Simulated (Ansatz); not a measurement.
## Pd(111) with 4 thermally displaced layers, 2x2: scattering by thermal displacements

Wanted: the phonon-limited resistivity of Pd at 300 K by the Landauer route. The measured value for the pure metal at this temperature is 10.8 µΩ cm (CRC Handbook of Chemistry and Physics, 84th ed., 2003, Electrical Resistivity of Pure Metals).

Calculated with Ansatz 0.2.0; Ansatz plane-wave DFT, PBE, PAW files; ballistic transport by layer matching (Landauer), zero bias; PAW set soft_1.

### Step 1. Starting point

The cell holds 40 atoms: 40 Pd. Cell: a = 5.501 Å, b = 5.501 Å, c = 22.514 Å, α = 93.5°, β = 86.5°, γ = 120.0°. It derives from Pd. Regions: lead, 24 atoms (24 Pd); scattering region, 16 atoms (16 Pd). The structure is stacked along c, and the current runs across the ab planes.

### Step 2. With 4 displaced layers

Each atom of 4 layers is moved at random, by amounts drawn from a normal law 0.0748 Å wide in each direction from the Debye model (274 K) at 300 K. The layers about the cell's end stay perfect and serve as the lead. Disorder leaves little or no symmetry, which makes such runs dear. Energies from -0.05 to 0.05 eV in steps of 0.05 eV are too few for the program's thermal sum, so it prints no conductance; for a metal the transmission near the Fermi level serves, at a fraction of the cost.

The input, input.yaml:

```yaml
crystal:
  lattice:
    - [5.5010079149, 0.0, 0.0]
    - [-2.7505039575, 4.7640126007, 0.0]
    - [1.3752519787, -0.7940021001, 22.4577707709]
  atoms:
    - { symbol: Pd, position: [0.9916666667, 0.0083333333, 0.05] }
    - { symbol: Pd, position: [0.9916666667, 0.5083333333, 0.05] }
    - { symbol: Pd, position: [0.4916666667, 0.0083333333, 0.05] }
    - { symbol: Pd, position: [0.4916666667, 0.5083333333, 0.05] }
    - { symbol: Pd, position: [0.1416666667, 0.3583333333, 0.15] }
    - { symbol: Pd, position: [0.1416666667, 0.8583333333, 0.15] }
    - { symbol: Pd, position: [0.6416666667, 0.3583333333, 0.15] }
    - { symbol: Pd, position: [0.6416666667, 0.8583333333, 0.15] }
    - { symbol: Pd, position: [0.2916666667, 0.2083333333, 0.25] }
    - { symbol: Pd, position: [0.2916666667, 0.7083333333, 0.25] }
    - { symbol: Pd, position: [0.7916666667, 0.2083333333, 0.25] }
    - { symbol: Pd, position: [0.7916666667, 0.7083333333, 0.25] }
    - { symbol: Pd, position: [0.9521216777, 0.0803525604, 0.3540773031] }
    - { symbol: Pd, position: [0.9326854236, 0.5533644188, 0.348244249] }
    - { symbol: Pd, position: [0.4485556224, 0.0578678844, 0.3524865082] }
    - { symbol: Pd, position: [0.4289052671, 0.5828650113, 0.3496789611] }
    - { symbol: Pd, position: [0.1000525982, 0.4059797343, 0.4487379169] }
    - { symbol: Pd, position: [0.1045431965, 0.9211607505, 0.4493257439] }
    - { symbol: Pd, position: [0.5954536525, 0.4186116673, 0.4471024892] }
    - { symbol: Pd, position: [0.5745557294, 0.9141600491, 0.4477675732] }
    - { symbol: Pd, position: [0.2094384238, 0.2452982438, 0.5484432888] }
    - { symbol: Pd, position: [0.2137179419, 0.7349311551, 0.5501219735] }
    - { symbol: Pd, position: [0.7524446502, 0.2542620003, 0.5475244434] }
    - { symbol: Pd, position: [0.7526937838, 0.7694230615, 0.5490012141] }
    - { symbol: Pd, position: [0.9073675951, 0.1245852345, 0.6493110071] }
    - { symbol: Pd, position: [0.8832005886, 0.6139266639, 0.6508241215] }
    - { symbol: Pd, position: [0.3968880258, 0.0878062093, 0.6477973789] }
    - { symbol: Pd, position: [0.3665980697, 0.5811901148, 0.650420922] }
    - { symbol: Pd, position: [0.0416666667, 0.4583333333, 0.75] }
    - { symbol: Pd, position: [0.0416666667, 0.9583333333, 0.75] }
    - { symbol: Pd, position: [0.5416666667, 0.4583333333, 0.75] }
    - { symbol: Pd, position: [0.5416666667, 0.9583333333, 0.75] }
    - { symbol: Pd, position: [0.1916666667, 0.3083333333, 0.85] }
    - { symbol: Pd, position: [0.1916666667, 0.8083333333, 0.85] }
    - { symbol: Pd, position: [0.6916666667, 0.3083333333, 0.85] }
    - { symbol: Pd, position: [0.6916666667, 0.8083333333, 0.85] }
    - { symbol: Pd, position: [0.8416666667, 0.1583333333, 0.95] }
    - { symbol: Pd, position: [0.8416666667, 0.6583333333, 0.95] }
    - { symbol: Pd, position: [0.3416666667, 0.1583333333, 0.95] }
    - { symbol: Pd, position: [0.3416666667, 0.6583333333, 0.95] }
kpoints:
  mp_grid: { grid: [5, 5, 1] }
hamiltonian:
  xc: pbe
  pseudopotentials: { kind: paw, azcp: { folder: soft_1 } }
scf:
  occupations: { method: fermi_dirac, width: 0.1 }
output:
  transmission:
    leads: [[0, 4]]
    kmesh: [10, 10]
    e_range: [-0.05, 0.05]
    de: 0.05
  write_potential: true
  write_density: true
  volumetric_format: npy
```

Launch:

```bash
ansatz run input.yaml --threads 4 --pin off --max-ram 15360MiB --backend cpu --events-out ev --progress --plain --runs-dir out
```

Numbers of over 12 decimals in the logs are rounded to 6 here.

The program printed:

```text
Engine: ansatz 0.2.0, aarch64-unknown-linux-gnu
Pseudopotentials: kind: paw
Pseudopotential: Pd, paw, valence charge 18, recommended cutoff 420 eV (normal), soft_1/Pd.paw.azcp
Functional definition: PBE
  parameter kappa = 0.804
  parameter beta = 0.066725
  exchange = pbe_x(kappa = kappa, mu = beta*pi^2/3)
  correlation = pbe_c(beta = beta)
Crystal: 40 atoms, lattice volume = 588.548 Å³
Basis set: ecut = 420 eV, 11489 PW (Γ)
Bands: 432, of which v1, the nominal top of the filled ones, is band 360 counted from 1 (359 counted from 0)
Symmetry: 1 space group operations
Space group: P1 (ITA 1), of the structure as read, at distance tolerance 8.4e-5 Å
k-points: 13 of 25 (time reversal used)
Non-local potential: Pd, projectors of the file, l = 0: 2, l = 1: 2, l = 2: 2, l = 3: 1
PAW form: soft (Blöchl's): semilocal exchange-correlation on the pseudo side does not see the compensation charge
PAW one-centre angular grid: Pd, 590 points (default); XC on 64 Gauss nodes
Initial density: superposition of atomic densities (chi_scale 0.1, normalization cell)
Initial wavefunctions: pseudopotential atomic-orbital guess
Functional: x = pbe(κ = 0.804, μ = 0.219515), c = pbe(β = 0.066725)
SCF iter   1: F=—  HF=-278951.902985 eV  |F-HF|=—  |Δ(HF+E_count)|=         —  Δρ=1.52e-1  dr2=1.38e2  ethr=3.10e-3  ⟨swp⟩=5.0  Hψ=18191  notcnv=0  defer=76
preconditioner: auto → Kerker (q_TF=auto, 2.822 Å⁻¹)  [metal: Δε(μ)=0.002 eV  Ē_g=8.285 eV  σ=0.100 eV  W_gap=0.01  n_scr=240 (ndim 8)  ℏωp=30.6 eV  f_vac=0.000  D(μ)=76.11/eV (n_scr^D=1140)]
SCF iter   2: F=—  HF=-278923.644001 eV  |F-HF|=—  |Δ(HF+E_count)|=    2.83e1  Δρ=7.18e-2  dr2=3.09e1  ethr=3.10e-3  ⟨swp⟩=2.1  Hψ=9477  notcnv=0  defer=515
SCF iter   3: F=—  HF=-278916.058278 eV  |F-HF|=—  |Δ(HF+E_count)|=    7.59e0  Δρ=1.39e-2  dr2=9.15e-1  ethr=3.10e-3  ⟨swp⟩=2.2  Hψ=9264  notcnv=0  defer=537
SCF iter   4: F=—  HF=-278916.101215 eV  |F-HF|=—  |Δ(HF+E_count)|=   4.29e-2  Δρ=2.72e-3  dr2=3.36e-2  ethr=1.27e-4  ⟨swp⟩=2.3  Hψ=7341  notcnv=0  defer=537
SCF iter   5: F=—  HF=-278916.113092 eV  |F-HF|=—  |Δ(HF+E_count)|=   1.19e-2  Δρ=5.38e-4  dr2=3.02e-3  ethr=4.67e-6  ⟨swp⟩=2.5  Hψ=6818  notcnv=0  defer=537
SCF iter   6: F=—  HF=-278916.113360 eV  |F-HF|=—  |Δ(HF+E_count)|=   2.68e-4  Δρ=1.44e-4  dr2=1.22e-4  ethr=4.19e-7  ⟨swp⟩=1.0  Hψ=5079  notcnv=0  defer=537
SCF iter   7: F=—  HF=-278916.113402 eV  |F-HF|=—  |Δ(HF+E_count)|=   4.19e-5  Δρ=4.48e-5  dr2=6.33e-5  ethr=1.70e-8  ⟨swp⟩=2.2  Hψ=8045  notcnv=0  defer=537
SCF iter   8: F=—  HF=-278916.114009 eV  |F-HF|=—  |Δ(HF+E_count)|=   6.07e-4  Δρ=1.21e-5  dr2=2.67e-6  ethr=8.80e-9  ⟨swp⟩=1.0  Hψ=5616  notcnv=0  defer=537
SCF iter   9: F=—  HF=-278916.114009 eV  |F-HF|=—  |Δ(HF+E_count)|=   5.06e-8  Δρ=4.14e-6  dr2=8.31e-7  ethr=3.71e-10  ⟨swp⟩=1.0  Hψ=5079  notcnv=0  defer=537
SCF iter  10: F=-278916.114009 eV  HF=-278916.114009 eV  |F-HF|=4.42e-8  |Δ(HF+E_count)|=   1.49e-8  Δρ=1.40e-6  dr2=4.91e-8  ethr=1.39e-11  ⟨swp⟩=7.3  Hψ=18246  notcnv=0
SCF 1 converged in 10 iterations: F = -278916.114009 eV  dr2 = 4.91e-8
  greatest PAW one-centre occupation: 0.999 electrons in one spin orbital (limit 2), on the Pd atom at site 20 (counted from 0), in its partial waves of l = 0
transmission: 182 of 1820 steps passed
transmission: 364 of 1820 steps passed
[...]
transmission: 1820 of 1820 steps passed
SCF converged after 10 iterations
Free energy (F): -278916.114009 eV
Harris-Foulkes:  -278916.114009 eV  (|F-HF|=4.42e-8)
Internal energy: -278913.711179 eV  (E = F + TS)
E sigma→0 (E₀):  -278914.912594 eV
Entropy (-TS):   -2.402830 eV (-60.071 meV/atom)
Fermi energy:    19.744131 eV
--- Per-component energies (eV) ---
  E_band       = -5548.318029
  E_kinetic    = 17960.960646
  E_local      = -73500.423539  (includes V_loc(G=0)·N_el)
  E_nonlocal   = 14825.902003
  E_hartree    = 29623.493629
  E_xc         = -5550.618733
  E_vxc        = -7020.961862  (∫ρ·V_xc dr)
  E_paw        = -152432.158644  (= ΣΔE_a)
  E_vpaw       = -17060.797003  (= ΣTr[D̂ρ^β])
  E_aug_tail   = 0.009480  (compensation charges beyond the density's cutoff)
  E_ewald      = -109840.876021
  E_smearing   = -2.402830  (= −TS)
  E_closure    = -0.000000  (closes the sum)
  Σ components = -278916.114009   (vs F -278916.114009, Δ=0.00e0)
--- Band table (eV; the first three rows and the last of 13) ---
  k-point 0: bands = [... 356 lower, 19.8195, 19.8240, 19.8317, 19.8395, 19.8582, 19.8727, 19.8967, 19.9224, ... 68 higher]
  k-point 1: bands = [... 356 lower, 19.6724, 19.6806, 19.6906, 19.7278, 19.7591, 19.7799, 19.8606, 19.8739, ... 68 higher]
  k-point 2: bands = [... 356 lower, 19.6419, 19.6971, 19.7399, 19.7419, 19.7475, 19.7673, 19.7808, 19.8045, ... 68 higher]
  k-point 12: bands = [... 356 lower, 19.5879, 19.6240, 19.7079, 19.7226, 19.7541, 19.7630, 19.7835, 19.7920, ... 68 higher]
--- Transmission ---
  basis      : 235 plane waves across, 35 finite elements along
  points     : 52, standing for a mesh of 10 x 10
  energies   : 3 from -0.050000 to 0.050000 eV about the Fermi level, 0.050000 eV apart; the leads are filled to 0.000000 eV, and channels, transmission and decay are at 0.000000 eV
  crystal 0  : Pd4, at the sites [0, 4], period 2.2458 Å, over 13.47 Å; its Hamiltonian steps by up to 3.2 meV
    offset         : up to 0.0000 Å between an atom of the period and one for which it stands
    channels       : 5.230000e0 a spin
    conductance    : none, the energies end too early or step too widely for 300 K: set another output.transmission.e_range or a lower de, or, where they end at an eighth of basis.ecutwfc, a higher one
  junction   : crystal 0 to crystal 0, 0.70 to 20.91 Å
    transmission   : 4.428938e0 a spin
    conductance    : none, the energies end too early or step too widely for 300 K: set another output.transmission.e_range or a lower de, or, where they end at an eighth of basis.ecutwfc, a higher one
```

Run time: 9.7 min. Hardware: 4 threads of Arm Neoverse V1, shared host; peak memory 5.5 GiB.

Numbers from this step:

| Quantity | Value |
| --- | --- |
| free energy | -278916.1140 eV |
| energy at zero smearing | -278914.9126 eV |
| Fermi energy | 19.74 eV |
| cell area | 26.21 Å² |
| transmission per spin nearest the Fermi level | 4.429 |
| open channels per spin nearest the Fermi level | 5.23 |
| step of the lead's potential | 3.2 meV |

Per spin. Table of transmission, zone mean by energy, zero at the Fermi level:

```tsv
energy (eV)	transmission, zone mean
-0.0500	5.03
0.0000	4.43
0.0500	3.92
```

Per spin. Table of open channels, zone mean, lead by energy, zero at the Fermi level:

```tsv
energy (eV)	open channels, zone mean, lead
-0.0500	6.25
0.0000	5.23
0.0500	4.49
```

Transmission over k1 and k2. At 0.0000 eV from the Fermi level.

Ten even steps from '0' (2.28) to '9' (8.33):
```
2643463202
2433334200
2334243322
2432332342
9634333436
2243233234
2223342433
2002433334
2202364346
9322393223
```
Columns: k1 (b1) from -0.5 to 0.4; rows upwards: k2 (b2) from -0.5 to 0.4.

Open channels over k1 and k2. At 0.0000 eV from the Fermi level.

Values, 10 rows by 10 columns:
```
 5.0  8.0  6.0  5.0  6.0  8.0  5.0  4.0  3.0  4.0
 4.0  6.0  5.0  5.0  5.0  5.0  6.0  4.0  3.0  3.0
 4.0  5.0  5.0  5.0  4.0  5.0  5.0  5.0  4.0  4.0
 5.0  6.0  5.0  4.0  7.0  7.0  4.0  5.0  6.0  5.0
10.0  8.0  5.0  5.0  7.0  7.0  7.0  5.0  5.0  8.0
 5.0  5.0  6.0  5.0  4.0  7.0  7.0  4.0  5.0  6.0
 4.0  4.0  4.0  5.0  5.0  5.0  4.0  5.0  5.0  5.0
 4.0  3.0  3.0  4.0  6.0  5.0  5.0  5.0  5.0  6.0
 5.0  4.0  3.0  4.0  5.0  8.0  6.0  5.0  6.0  8.0
10.0  5.0  4.0  4.0  5.0 10.0  5.0  4.0  4.0  5.0
```
Columns: k1 (b1) from -0.5 to 0.4; rows upwards: k2 (b2) from -0.5 to 0.4.

Over the solved energies the transmission per spin lies between 3.92 and 5.03, out of 5.32 channels of the lead on average (up to 6.25).

### Step 3. With 8 displaced layers

Each atom of 8 layers is moved at random, by amounts drawn from a normal law 0.0748 Å wide in each direction from the Debye model (274 K) at 300 K. A fresh draw is used; the growth of the resistance with length is what counts.

System of this step: Pd(111) with 8 thermally displaced layers, 2x2. The cell holds 56 atoms: 56 Pd. Cell: a = 5.501 Å, b = 5.501 Å, c = 31.481 Å, α = 87.5°, β = 92.5°, γ = 120.0°. It derives from Pd. Regions: lead, 24 atoms (24 Pd); scattering region, 32 atoms (32 Pd). The structure is stacked along c, and the current runs across the ab planes.

The input, input.yaml:

```yaml
crystal:
  lattice:
    - [5.5010079149, 0.0, 0.0]
    - [-2.7505039575, 4.7640126007, 0.0]
    - [-1.3752519787, 0.7940021001, 31.4408790793]
  atoms:
    - { symbol: Pd, position: [0.005952381, 0.994047619, 0.0357142857] }
    - { symbol: Pd, position: [0.005952381, 0.494047619, 0.0357142857] }
    - { symbol: Pd, position: [0.505952381, 0.994047619, 0.0357142857] }
    - { symbol: Pd, position: [0.505952381, 0.494047619, 0.0357142857] }
    - { symbol: Pd, position: [0.1845238095, 0.3154761905, 0.1071428571] }
    - { symbol: Pd, position: [0.1845238095, 0.8154761905, 0.1071428571] }
    - { symbol: Pd, position: [0.6845238095, 0.3154761905, 0.1071428571] }
    - { symbol: Pd, position: [0.6845238095, 0.8154761905, 0.1071428571] }
    - { symbol: Pd, position: [0.3630952381, 0.1369047619, 0.1785714286] }
    - { symbol: Pd, position: [0.3630952381, 0.6369047619, 0.1785714286] }
    - { symbol: Pd, position: [0.8630952381, 0.1369047619, 0.1785714286] }
    - { symbol: Pd, position: [0.8630952381, 0.6369047619, 0.1785714286] }
    - { symbol: Pd, position: [0.0435921409, 0.946189699, 0.2532950378] }
    - { symbol: Pd, position: [0.0579198511, 0.4680200785, 0.2509552505] }
    - { symbol: Pd, position: [0.5444468053, 0.9371861205, 0.251459911] }
    - { symbol: Pd, position: [0.5361255536, 0.4304534815, 0.2508252298] }
    - { symbol: Pd, position: [0.2227930874, 0.2922010196, 0.3203844914] }
    - { symbol: Pd, position: [0.2223332207, 0.7854898542, 0.3193448407] }
    - { symbol: Pd, position: [0.7277453336, 0.2779194426, 0.3225996841] }
    - { symbol: Pd, position: [0.721908861, 0.7965687314, 0.3228677282] }
    - { symbol: Pd, position: [0.4018481361, 0.1106090399, 0.3958528125] }
    - { symbol: Pd, position: [0.4111561558, 0.5761449904, 0.3949572106] }
    - { symbol: Pd, position: [0.9039949078, 0.1001164101, 0.3904633161] }
    - { symbol: Pd, position: [0.9062202519, 0.5811642497, 0.3942053265] }
    - { symbol: Pd, position: [0.0824026144, 0.8976339715, 0.4635663336] }
    - { symbol: Pd, position: [0.0621022936, 0.4258490049, 0.4678868645] }
    - { symbol: Pd, position: [0.590703056, 0.8949414522, 0.4629184984] }
    - { symbol: Pd, position: [0.5995031853, 0.4472385499, 0.4652873438] }
    - { symbol: Pd, position: [0.2481362067, 0.2487173436, 0.5356747656] }
    - { symbol: Pd, position: [0.2475734271, 0.7323674559, 0.5366351808] }
    - { symbol: Pd, position: [0.7593193564, 0.2426762014, 0.5351871167] }
    - { symbol: Pd, position: [0.7351518945, 0.7359394984, 0.5385831961] }
    - { symbol: Pd, position: [0.4211655609, 0.0423529148, 0.6103161323] }
    - { symbol: Pd, position: [0.4582975704, 0.5985354207, 0.6072915097] }
    - { symbol: Pd, position: [0.9174181207, 0.0422323926, 0.6102909152] }
    - { symbol: Pd, position: [0.96274847, 0.5528490191, 0.6056040972] }
    - { symbol: Pd, position: [0.1145753142, 0.8739806739, 0.6779280468] }
    - { symbol: Pd, position: [0.1102806941, 0.3894834273, 0.6811748824] }
    - { symbol: Pd, position: [0.6204393698, 0.9014924153, 0.6775729422] }
    - { symbol: Pd, position: [0.6001972827, 0.3539224235, 0.6751234845] }
    - { symbol: Pd, position: [0.2980831231, 0.1988417786, 0.7513790247] }
    - { symbol: Pd, position: [0.3097354043, 0.7287632181, 0.7519305827] }
    - { symbol: Pd, position: [0.8043358474, 0.2068575311, 0.7483394934] }
    - { symbol: Pd, position: [0.7774464212, 0.7011218287, 0.7473132916] }
    - { symbol: Pd, position: [0.4702380952, 0.0297619048, 0.8214285714] }
    - { symbol: Pd, position: [0.4702380952, 0.5297619048, 0.8214285714] }
    - { symbol: Pd, position: [0.9702380952, 0.0297619048, 0.8214285714] }
    - { symbol: Pd, position: [0.9702380952, 0.5297619048, 0.8214285714] }
    - { symbol: Pd, position: [0.1488095238, 0.8511904762, 0.8928571429] }
    - { symbol: Pd, position: [0.1488095238, 0.3511904762, 0.8928571429] }
    - { symbol: Pd, position: [0.6488095238, 0.8511904762, 0.8928571429] }
    - { symbol: Pd, position: [0.6488095238, 0.3511904762, 0.8928571429] }
    - { symbol: Pd, position: [0.3273809524, 0.1726190476, 0.9642857143] }
    - { symbol: Pd, position: [0.3273809524, 0.6726190476, 0.9642857143] }
    - { symbol: Pd, position: [0.8273809524, 0.1726190476, 0.9642857143] }
    - { symbol: Pd, position: [0.8273809524, 0.6726190476, 0.9642857143] }
kpoints:
  mp_grid: { grid: [5, 5, 1] }
hamiltonian:
  xc: pbe
  pseudopotentials: { kind: paw, azcp: { folder: soft_1 } }
scf:
  occupations: { method: fermi_dirac, width: 0.1 }
output:
  transmission:
    leads: [[0, 4]]
    kmesh: [10, 10]
    e_range: [-0.05, 0.05]
    de: 0.05
  write_potential: true
  write_density: true
  volumetric_format: npy
```

The program printed:

```text
[...]
Crystal: 56 atoms, lattice volume = 823.967 Å³
Basis set: ecut = 420 eV, 16079 PW (Γ)
Bands: 605, of which v1, the nominal top of the filled ones, is band 504 counted from 1 (503 counted from 0)
Symmetry: 1 space group operations
[...]
k-points: 13 of 25 (time reversal used)
[...]
SCF iter   1: F=—  HF=-390531.401663 eV  |F-HF|=—  |Δ(HF+E_count)|=         —  Δρ=1.52e-1  dr2=1.97e2  ethr=3.10e-3  ⟨swp⟩=5.0  Hψ=25131  notcnv=0  defer=127
[...]
SCF iter  11: F=-390481.341667 eV  HF=-390481.341667 eV  |F-HF|=4.34e-8  |Δ(HF+E_count)|=   3.73e-9  Δρ=5.26e-7  dr2=4.42e-8  ethr=9.92e-12  ⟨swp⟩=8.5  Hψ=25349  notcnv=0
SCF 1 converged in 11 iterations: F = -390481.341667 eV  dr2 = 4.42e-8
[...]
transmission: 258 of 2548 steps passed
transmission: 512 of 2548 steps passed
[...]
transmission: 2548 of 2548 steps passed
SCF converged after 11 iterations
Free energy (F): -390481.341667 eV
[...]
Internal energy: -390477.990182 eV  (E = F + TS)
E sigma→0 (E₀):  -390479.665924 eV
Entropy (-TS):   -3.351485 eV (-59.848 meV/atom)
Fermi energy:    19.753893 eV
[...]
--- Band table (eV; the first three rows and the last of 13) ---
  k-point 0: bands = [... 500 lower, 19.8542, 19.8578, 19.8701, 19.8772, 19.8866, 19.8971, 19.8996, 19.9145, ... 97 higher]
  k-point 1: bands = [... 500 lower, 19.6980, 19.7119, 19.7235, 19.7420, 19.7792, 19.7980, 19.8339, 19.8580, ... 97 higher]
  k-point 2: bands = [... 500 lower, 19.6960, 19.7040, 19.7132, 19.7277, 19.7399, 19.7546, 19.7613, 19.7743, ... 97 higher]
  k-point 12: bands = [... 500 lower, 19.6442, 19.6703, 19.6954, 19.7067, 19.7427, 19.7548, 19.7761, 19.8074, ... 97 higher]
--- Transmission ---
  basis      : 235 plane waves across, 49 finite elements along
  points     : 52, standing for a mesh of 10 x 10
[...]
channels       : 5.230000e0 a spin
[...]
junction   : crystal 0 to crystal 0, 0.70 to 29.89 Å
    transmission   : 3.653408e0 a spin
[...]
```

Run time: 18 min. Hardware: 4 threads; peak memory 9.4 GiB; 69 min of CPU time.

Numbers from this step:

* free energy: -390481.3417 eV
* energy at zero smearing: -390479.6659 eV
* Fermi energy: 19.75 eV
* transmission per spin nearest the Fermi level: 3.653
* step of the lead's potential: 5.9 meV

Per spin. Transmission, zone mean against energy, zero at the Fermi level:

```tsv
energy (eV)	transmission, zone mean
-0.0500	3.93
0.0000	3.65
0.0500	3.26
```

Over the solved energies the transmission per spin lies between 3.26 and 3.93, out of 5.26 channels of the lead on average (up to 6.13).

(Part 1 of 2 ends here.)

[Logs are printed without paths, hosts, clocks, repeated set-up lines and the standing remarks that a program may print on its own settings, such as how far it seeks lower states.]

[Hosts, paths, dates, database ids (printed as entryN), source tags and the programs' standing remarks are cut or masked in the printed files.]
